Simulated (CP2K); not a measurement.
Consider trifluoromethylacetaldehyde at its PBE geometry (Å).

```xyz
10

O     2.3930    0.1714   -0.5767
C     1.3904    0.3351    0.0889
C     0.1956   -0.5938   -0.0028
C    -1.1125    0.1580   -0.0770
F    -2.1640   -0.7146   -0.1267
F    -1.2782    0.9675    1.0233
F    -1.1872    0.9659   -1.1855
H     1.3081    1.1734    0.8195
H     0.2970   -1.2526   -0.8725
H     0.1577   -1.2103    0.9094
```

Method: CP2K XAS_TDP, all-electron GAPW, PBEh(45%), aug-cc-pVDZ, TDA, GW2X-corrected core level, no relativity.

Question: Where do the F K-edge lines lie, and how strong are they?

Leading lines: F5 690.67 eV. The leading line of an atom is its first one with 35 % of the strongest within 2.5 eV of its lowest line over the strength cut. Core ionisation energies at this level: F5 693.82 eV.

The first six lines of each atom with a strength over 0.0015:

| atom | energy (eV) | states | strength, one atom | above the computed threshold |
| --- | --- | --- | --- | --- |
| F5 (bonded to C) | 690.67 | 1 | 0.0291 |  |
|  | 691.53 | 1 | 0.0059 |  |
|  | 692.14 | 1 | 0.0070 |  |
|  | 692.82 | 1 | 0.0035 |  |
|  | 692.99 | 1 | 0.0034 |  |
|  | 693.07 | 1 | 0.0068 |  |

Lines are vertical, at one geometry, with no vibrational structure. GW2X ionisation energies and lines can be off by 1 to 2 eV either way, and a good line position may hide errors that cancel. Atoms with the same bonds but other surroundings in this conformer are left out. These values hold no scalar relativity, about 0.7 eV for F 1s. Rydberg lines, and the discretised continuum above threshold, depend on the basis and the box.

[Banner, clock and machine lines of the logs are left out without a mark of their own.]

[Logs are printed without paths, hosts, clocks, repeated set-up lines and the standing remarks that a program may print on its own settings, such as how far it seeks lower states.]

[Hosts, paths, dates, database ids (printed as entryN), source tags and the programs' standing remarks are cut or masked in the printed files.]
